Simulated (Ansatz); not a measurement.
# 2H-NbSTe monolayer in a perpendicular field

What dipole does a perpendicular field induce in the 2H-NbSTe monolayer? A positive field points along +c.

Calculated with Ansatz 0.2.0; plane-wave DFT, PBE-D3(BJ), Ansatz PAW.

Most raw output is cut from this account.

### Step 1. The structure

The cell holds 3 atoms: 1 Te, 1 Nb and 1 S. Its edges and angles: a = 3.620 Å, b = 3.620 Å, c = 37.829 Å, α = 90.0°, β = 90.0°, γ = 120.0°. Vacuum lies along c.

### Step 2. Relaxing the slab

The starting cell is a guess, so the in-plane lattice and the atoms are relaxed first, with the slab cut off from its images along the normal.

input.yaml

```yaml
crystal:
  lattice:
    - [3.620432, 0.0, 0.0]
    - [-1.810216, 3.1353860847, 0.0]
    - [0.0, 0.0, 37.8289942633]
  atoms:
    - { symbol: Te, position: [0.3333333333, 0.6666666667, 0.4546776972] }
    - { symbol: Nb, position: [0.0, 0.0, 0.5068968678], spin: 1.0 }
    - { symbol: S, position: [0.3333333333, 0.6666666667, 0.5453223028] }
  periodic: [true, true, false]
magnetization:
  spin_polarized: true
kpoints:
  mp_grid: { grid: [12, 12, 1] }
hamiltonian:
  xc: pbe
  dispersion: d3bj
scf:
  occupations: { method: fermi_dirac, width: 0.05 }
  convergence: { dr2_threshold: 1.0e-09 }
relax:
  f_tol: 0.004
  max_steps: 90
  cell: {}
output:
  write_potential: true
  write_density: true
  volumetric_format: npy
```

Command:

```
> ansatz run input.yaml --threads 2 --pin off --max-ram 3072MiB --backend cpu --events-out ev --progress --plain --runs-dir out
```

Run time: 88 s. Hardware: 2 threads of Intel Xeon 6975P-C (Granite Rapids), shared host; peak memory 0.84 GiB.

Relaxation path:

```csv
step,energy less that of the first step (eV),largest force component (eV/Å),volume (Å³)
1,0.0000,1.0001,429.41
2,-0.0788,1.3887,403.88
3,-0.1634,0.1142,398.08
4,-0.1641,0.0145,398.78
5,-0.1641,0.0008,398.80
6*,-0.1635,0.0008,398.80
```

Relaxation steps marked * repeat the geometry before them on a plane-wave basis chosen anew for their cell, so energy and pressure can jump there.

The run keeps the 6 symmetry operations that it works with, so distortions that break them were not tested.

```csv
cell as run,before,after,change
a (Å),3.620,3.489,-3.6 %
b (Å),3.620,3.489,-3.6 %
```

The atoms that moved most (Å, along periodic axes as changes of fractional coordinates times the final cell, across vacuum about the mean position):

```csv
atom,dx,dy,dz,length
S3,0.000,0.000,-0.030,0.030
Te1,0.000,0.000,0.018,0.018
Nb2,0.000,0.000,0.012,0.012
```

The relaxed structure:

```
Te Nb S
1.0
     3.48900    0.00000    0.00000
    -1.74450    3.02156    0.00000
     0.00000    0.00000   37.82899
Te Nb S
1 1 1
Direct
  0.33333 0.66667 0.45516
  0.00000 0.00000 0.50722
  0.33333 0.66667 0.54452
```

This step gave:

| Property | Result |
| --- | --- |
| energy at zero smearing | -12437.5416 eV |
| total moment | 0.5872 μB |
| site moments | 0.01787, 0.2711, 0.04097 μB |

Site moment by atom:

```csv
atom,site moment (μB)
Te1,0.018
Nb2,0.271
S3,0.041
```

The lattice constant a goes from 3.620 to 3.489 Å.

### Step 3. Atoms held, field 0

A sawtooth potential applies the field, turning back in the middle of the vacuum. With the dipole correction the typed value is the field outside the slab. The induced dipole is small, so the SCF threshold is tight.

The cell differs from the one that the last finished run ended in (c 37.829 → 21.380 Å).

input.yaml

```yaml
crystal:
  lattice:
    - [3.4889955157, 0.0, 0.0]
    - [-1.7444977578, 3.0215587502, 0.0]
    - [0.0, 0.0, 21.3803214185]
  atoms:
    - { symbol: Te, position: [0.3333333333, 0.6666666667, 0.4209478344], spin: 0.02 }
    - { symbol: Nb, position: [0.0, 0.0, 0.5130545305], spin: 0.27 }
    - { symbol: S, position: [0.3333333333, 0.6666666667, 0.5790521656], spin: 0.04 }
magnetization:
  spin_polarized: true
kpoints:
  mp_grid: { grid: [18, 18, 1] }
  band_path:
    path: [[0, 0, 0], [0.5, 0, 0], [0.33333333, 0.33333333, 0], [0, 0, 0]]
    npoints: 16
hamiltonian:
  xc: pbe
  dispersion: d3bj
scf:
  occupations: { method: fermi_dirac, width: 0.02585 }
  convergence: { dr2_threshold: 1.0e-10 }
efield:
  axis: 3
  dipole_correction: true
  ramp_position: 0.97
  ramp_width: 0.06
  amplitude: 0
output:
  dos: { projected: true, e_range: [-6, 5] }
  write_potential: true
  write_density: true
  volumetric_format: npy
  elf: true
```

It took 26 s on 2 threads; peak memory 0.76 GiB.

Numbers from this step:

```
energy at zero smearing        : -12437.5439 eV
total moment                   : 0.6549 μB
site moments                   : 0.01985, 0.3033, 0.04529 μB
work function, upper face      : 5.479 eV
work function, lower face      : 4.848 eV
dipole along the normal        : -0.03676 e·Å
step between the vacuum levels : 0.6310 eV
```

Running mean over a fixed 2.5 Å (it still follows the layers) of the planar mean; the ramp of the sawtooth is left out. Table of electron's electrostatic potential energy less the Fermi level by z:

z (Å), electron's electrostatic potential energy less the Fermi level (eV) and a bar from the least value:
```
      3.0       4.85 #############################
      3.5       4.85 #############################
      4.0       4.85 #############################
      4.5       4.85 #############################
      5.0       4.84 #############################
      5.5       4.83 #############################
      6.0       4.78 #############################
      6.5       4.55 ############################
      7.0       3.65 ##########################
      7.5       2.17 #######################
      8.0       1.17 #####################
      8.5      -0.43 ##################
      9.0      -1.99 ###############
      9.5      -4.15 ###########
     10.0      -6.63 ######
     10.5      -8.59 ##
     11.0      -9.34 #
     11.5      -9.65 
     12.0      -7.78 ####
     12.5      -3.93 ###########
     13.0      -0.83 #################
     13.5       1.67 ######################
     14.0       3.88 ###########################
     14.5       5.12 #############################
     15.0       5.41 ##############################
     15.5       5.46 ##############################
     16.0       5.48 ##############################
     16.5       5.48 ##############################
     17.0       5.48 ##############################
     17.5       5.48 ##############################
     18.0       5.48 ##############################
```

The density of states has structure finer than the step of the table below, so its rows give means over 0.25 eV, whole bins alone (the curve runs from -6 to 1.99 eV). Peaks (eV: height): total -3.820: 6.55, -3.660: 6.85, -3.520: 8.72, -3.110: 6.65, -2.940: 8.17, -1.560: 9.21, -0.290: 6.38; up -3.990: 5.01, -3.660: 6.44, -3.110: 5.89, -2.940: 5.48, -1.640: 5.53, -0.290: 6.38, 1.720: 3.58; down -4.430: 4.24, -3.820: 6.19, -3.520: 8.14, -3.020: 5.12, -2.720: 4.62, -1.560: 7.12, 1.970: 3.30.

Table of density of states by energy, zero at the Fermi level; means over each step; values in states/eV a cell:

```csv
energy (eV),total,up,down
-5.75,0,0,0
-5.50,0.0287,0.0287,0
-5.25,0.829,0.576,0.253
-5.00,1.65,0.976,0.676
-4.75,3.13,1.82,1.30
-4.50,4.39,1.88,2.51
-4.25,1.34,0.531,0.809
-4.00,2.07,1.58,0.494
-3.75,2.99,1.63,1.37
-3.50,4.13,1.35,2.78
-3.25,1.64,1.01,0.630
-3.00,6.24,3.64,2.59
-2.75,2.68,0.743,1.94
-2.50,0.874,0.438,0.436
-2.25,0.992,0.556,0.437
-2.00,1.42,0.528,0.892
-1.75,2.05,1.64,0.406
-1.50,5.21,2.18,3.03
-1.25,1.58,0.732,0.844
-1.00,1.59,0.929,0.657
-0.75,2.35,1.20,1.15
-0.50,1.42,0.607,0.815
-0.25,2.73,2.57,0.151
0.00,2.21,0.551,1.65
0.25,1.76,0.250,1.51
0.50,0.551,0.254,0.296
0.75,0.286,0.0298,0.256
1.00,0.112,0,0.112
1.25,0.00242,0.00242,0
1.50,0.450,0.450,0
1.75,2.52,2.23,0.289
```

Projected DOS per atom over height of the atomic layer and energy from the Fermi level. Layers: Te Nb S from below.

Ten even steps from '_' (0.00 states/eV) to '@' (2.60 states/eV), each cell a mean:
```
::##__
__..__
______
______
__::__
__**..
..==..
--==__
::::__
%%--==
--....
::....
......
--++@@
..::--
--==##
::..::
----==
--==++
......
______
______
```
Columns: height of the atomic layer (Å) from 9 to 12.4 (not evenly spaced); rows upwards: energy from the Fermi level (eV) from -5.96 to 1.96.

Projected DOS per atom, spin up over height of the atomic layer and energy from the Fermi level. Layers: Te Nb S from below.

Ten even steps from '0' (0.00 states/eV) to '9' (1.20 states/eV), each cell a mean:
```
391
020
000
000
010
041
282
340
320
833
412
311
110
369
224
347
223
322
356
222
000
000
```
Columns: height of the atomic layer (Å) from 9 to 12.4 (not evenly spaced); rows upwards: energy from the Fermi level (eV) from -5.96 to 1.96.

Projected DOS per atom, spin down over height of the atomic layer and energy from the Fermi level. Layers: Te Nb S from below.

Values in states/eV, 22 rows by 3 columns, each cell a mean:
```
0.26 0.65 0.05
0.00 0.00 0.00
0.00 0.03 0.02
0.00 0.16 0.08
0.08 0.62 0.13
0.17 1.08 0.27
0.10 0.21 0.02
0.52 0.51 0.08
0.36 0.22 0.08
1.32 0.45 0.63
0.29 0.11 0.13
0.32 0.15 0.13
0.24 0.23 0.28
0.41 0.74 1.41
0.28 0.28 0.47
0.46 0.50 0.96
0.27 0.17 0.22
0.53 0.55 0.72
0.37 0.45 0.61
0.22 0.14 0.17
0.00 0.00 0.00
0.00 0.00 0.00
```
Columns: height of the atomic layer (Å) from 9 to 12.4 (not evenly spaced); rows upwards: energy from the Fermi level (eV) from -5.96 to 1.96.

Deep bands are left out, so band numbers here count from the lowest band kept and differ from the log's. The electronic bands at the labelled points (eV, zero at the Fermi level; # counts the bands kept):

```csv
point,up #5,up #6,up #7,up #8,down #5,down #6,down #7,down #8
Γ,-0.57,-0.57,0.66,2.76,-0.35,-0.35,0.98,2.91
halfway,-1.56,-0.82,-0.25,1.74,-1.49,-0.63,0.12,1.96
M,-1.66,-0.57,-0.49,2.11,-1.57,-0.49,-0.11,2.52
halfway,-2.15,-1.64,-0.13,1.77,-2.04,-1.56,0.26,2.16
K,-2.94,-1.72,-0.06,1.37,-2.87,-1.63,0.38,1.79
halfway,-1.66,-1.23,-0.18,1.58,-1.56,-1.07,0.16,1.82
Γ,-0.57,-0.57,0.66,2.76,-0.35,-0.35,0.98,2.91
```

Spin density in the ca plane at fractional y = 0.667, with atoms of Te and S within 0.2 Å of it.

Values in units of 1e-2 e/Å³, 5 rows by 16 columns, each cell a mean:
```
 0.0  0.0  0.0  0.0  0.0  0.0  0.1  0.1  2.0  3.9  0.5  0.1  0.0  0.0  0.0  0.0
 0.0  0.0  0.0  0.0  0.0  0.0  0.2  0.2  1.6  2.6  0.5  0.2  0.0  0.0  0.0  0.0
 0.0  0.0  0.0  0.0  0.0 -0.1  0.0  0.2  0.3  0.4  0.7  1.1  0.1  0.0  0.0  0.0
 0.0  0.0  0.0  0.0  0.0 -0.1 -0.1  0.0 -0.1  0.2  0.7  1.6  0.1  0.0  0.0  0.0
 0.0  0.0  0.0  0.0  0.0  0.0  0.2  0.3  1.1  1.5  0.6  0.4  0.0  0.0  0.0  0.0
```
Columns run along c (16.0 Å, from fractional 0.09 to 0.84 of the cell), rows up along a (3.5 Å). Atoms in or near the plane, at fractional coordinates: Te at (0.42, 0.33), S at (0.58, 0.33).

ELF in the ca plane at fractional y = 0.667, with atoms of Te and S within 0.2 Å of it. It is the smooth field of the valence electrons, not physical close to the nuclei.

Values, 5 rows by 16 columns, each cell a mean:
```
0.00 0.00 0.00 0.00 0.01 0.05 0.22 0.35 0.18 0.20 0.21 0.09 0.01 0.00 0.00 0.00
0.00 0.00 0.00 0.00 0.03 0.28 0.51 0.51 0.29 0.25 0.58 0.42 0.08 0.00 0.00 0.00
0.00 0.00 0.00 0.01 0.19 0.72 0.53 0.26 0.40 0.51 0.63 0.85 0.36 0.02 0.00 0.00
0.00 0.00 0.00 0.01 0.24 0.77 0.45 0.14 0.38 0.53 0.40 0.87 0.42 0.03 0.00 0.00
0.00 0.00 0.00 0.00 0.08 0.50 0.62 0.49 0.37 0.36 0.77 0.67 0.18 0.01 0.00 0.00
```
Columns run along c (16.0 Å, from fractional 0.09 to 0.84 of the cell), rows up along a (3.5 Å). Atoms in or near the plane, at fractional coordinates: Te at (0.42, 0.33), S at (0.58, 0.33).

Valence density in the ca plane at fractional y = 0.667, with atoms of Te and S within 0.2 Å of it. It is the smooth field of the valence electrons, not physical close to the nuclei.

Ten steps, logarithmic in the rise over the least value, from '0' (0 e/Å³) to '9' (15 e/Å³), each cell a mean:
```
00000000000001111122222111000000000000000000
00000000000001111122322110000000000000000000
00000000000011222222222221100000000000000000
00000000000123443221223333210000000000000000
00000000000135786321124444320000000000000000
00000000000237998421134324421000000000000000
00000000000236997421124434420000000000000000
00000000000124564321123444310000000000000000
00000000000012332222222322100000000000000000
```
Columns run along c (16.0 Å, from fractional 0.17 to 0.92 of the cell), rows up along a (3.5 Å). Atoms in or near the plane, at fractional coordinates: Te at (0.42, 0.33), S at (0.58, 0.33).

The work function of the upper face is 5.48 eV.

### Step 4. Single point, field 0.1 V/Å

Edit input.yaml of step 3 so:

```diff
@@ -27,5 +27,4 @@
   ramp_width: 0.06
-  amplitude: 0
+  amplitude: 0.1
 output:
-  dos: { projected: true, e_range: [-6, 5] }
   write_potential: true
@@ -33,2 +32 @@
   volumetric_format: npy
-  elf: true
```

It took 22 s on 2 threads; peak memory 0.77 GiB; 42 s of CPU time.

The dipole is -0.00378 e·Å, 0.0330 e·Å from its value without field.

### Step 5. Atoms held, field -0.1 V/Å

Edit input.yaml of step 4 so:

```diff
@@ -27,3 +27,3 @@
   ramp_width: 0.06
-  amplitude: 0.1
+  amplitude: -0.1
 output:
```

Run time: 22 s. Hardware: 2 threads; peak memory 0.77 GiB.

The dipole is -0.0697 e·Å, -0.0330 e·Å from its value without field.

### Step 6. Response, atoms held

This step: plane-wave DFT, PBE-D3(BJ), Ansatz PAW; response to a field along the normal, atoms held (Ansatz 0.2.0).

The dipoles give the slope, and the difference of two potentials shows where the field is screened.

Numbers from this step:

* equivalent conductor thickness p/(ε₀AE): 5.659 Å
* distance between the outer atoms: 3.380 Å

Dipole of the cell against applied field:

```csv
applied field (V/Å),dipole of the cell (e·Å)
-0.1000,-0.0697
0.0000,-0.0368
0.1000,-0.00378
```

The total moment stays at 0.655 μB for applied field from -0.1 to 0.1 V/Å.

Local field over the applied field, running mean. From the potentials at -0.1 and 0.1 V/Å; running mean over 2.5 Å. The local field over applied field by z:

```csv
z (Å),local field over applied field
4.5,0.997
5.0,0.991
5.5,0.976
6.0,0.938
6.5,0.856
7.0,0.718
7.5,0.549
8.0,0.374
8.5,0.211
9.0,0.0928
9.5,0.0468
10.0,0.0342
10.5,0.0271
11.0,0.0375
11.5,0.0623
12.0,0.106
12.5,0.212
13.0,0.376
13.5,0.555
14.0,0.728
14.5,0.869
15.0,0.950
15.5,0.983
16.0,0.995
16.5,0.998
17.0,1.000
```

Electrons, planar mean, per unit field. Table of induced electron density by z:

```csv
z (Å),induced electron density (e/Å³ per V/Å)
4.5,1.2e-5
5.0,3.8e-5
5.5,1.1e-4
6.0,3.1e-4
6.5,7.8e-4
7.0,0.00178
7.5,0.00316
8.0,0.00299
8.5,8.9e-4
9.0,7.7e-4
9.5,6.0e-4
10.0,-7.0e-4
10.5,-8.2e-4
11.0,9.4e-4
11.5,1.2e-4
12.0,-7.9e-4
12.5,-7.6e-4
13.0,-0.00314
13.5,-0.00346
14.0,-0.00177
14.5,-6.8e-4
15.0,-2.3e-4
15.5,-7.1e-5
16.0,-2.1e-5
16.5,-5.8e-6
17.0,-1.6e-6
```

By hand: between -0.1 and 0.1 V/Å the dipole changes by 0.06594 e·Å, a slope of 0.3297 e·Å²/V. A perfect conductor of thickness t has p = ε₀AEt, so t = 180.95 × 0.3297 / 10.542 = 5.66 Å (e/ε₀ = 180.95 V·Å, A in Å²).

The induced dipole is that of a conductor 5.66 Å thick.

### Step 7. Outcome

```
gap without field                          : none
work function, upper face                  : 5.48 eV
step between the vacuum levels             : 0.631 eV
equivalent conductor thickness, atoms held : 5.66 Å
```

The induced dipole equals that of a perfect conductor 5.66 Å thick, while the outer atoms lie 3.38 Å apart. The two faces differ: the vacuum level above lies 0.63 eV higher than the one below. There is no gap over 0.03 eV, with or without the field. For an open d or f shell that can be the fault of a semilocal functional without a Hubbard term. The magnetic order is the one reached from the typed start; other orders were not compared. Spin-orbit coupling is left out, which matters for the bands of elements this heavy.

[Logs are printed without paths, hosts, clocks, repeated set-up lines and the standing remarks that a program may print on its own settings, such as how far it seeks lower states.]

[Hosts, paths, dates, database ids (printed as entryN), source tags and the programs' standing remarks are cut or masked in the printed files.]

[Maps of the electrostatic potential energy from Ansatz leave out the sawtooth potential of an applied field or a dipole correction, so their vacuum need not be flat; planar profiles and work functions include it.]

[The density of states shown here was stored with 400 of the rows of the run's finer table, so its peaks can read low, often by over a quarter, or be missed, and its means over a window can be off by a tenth or more.]
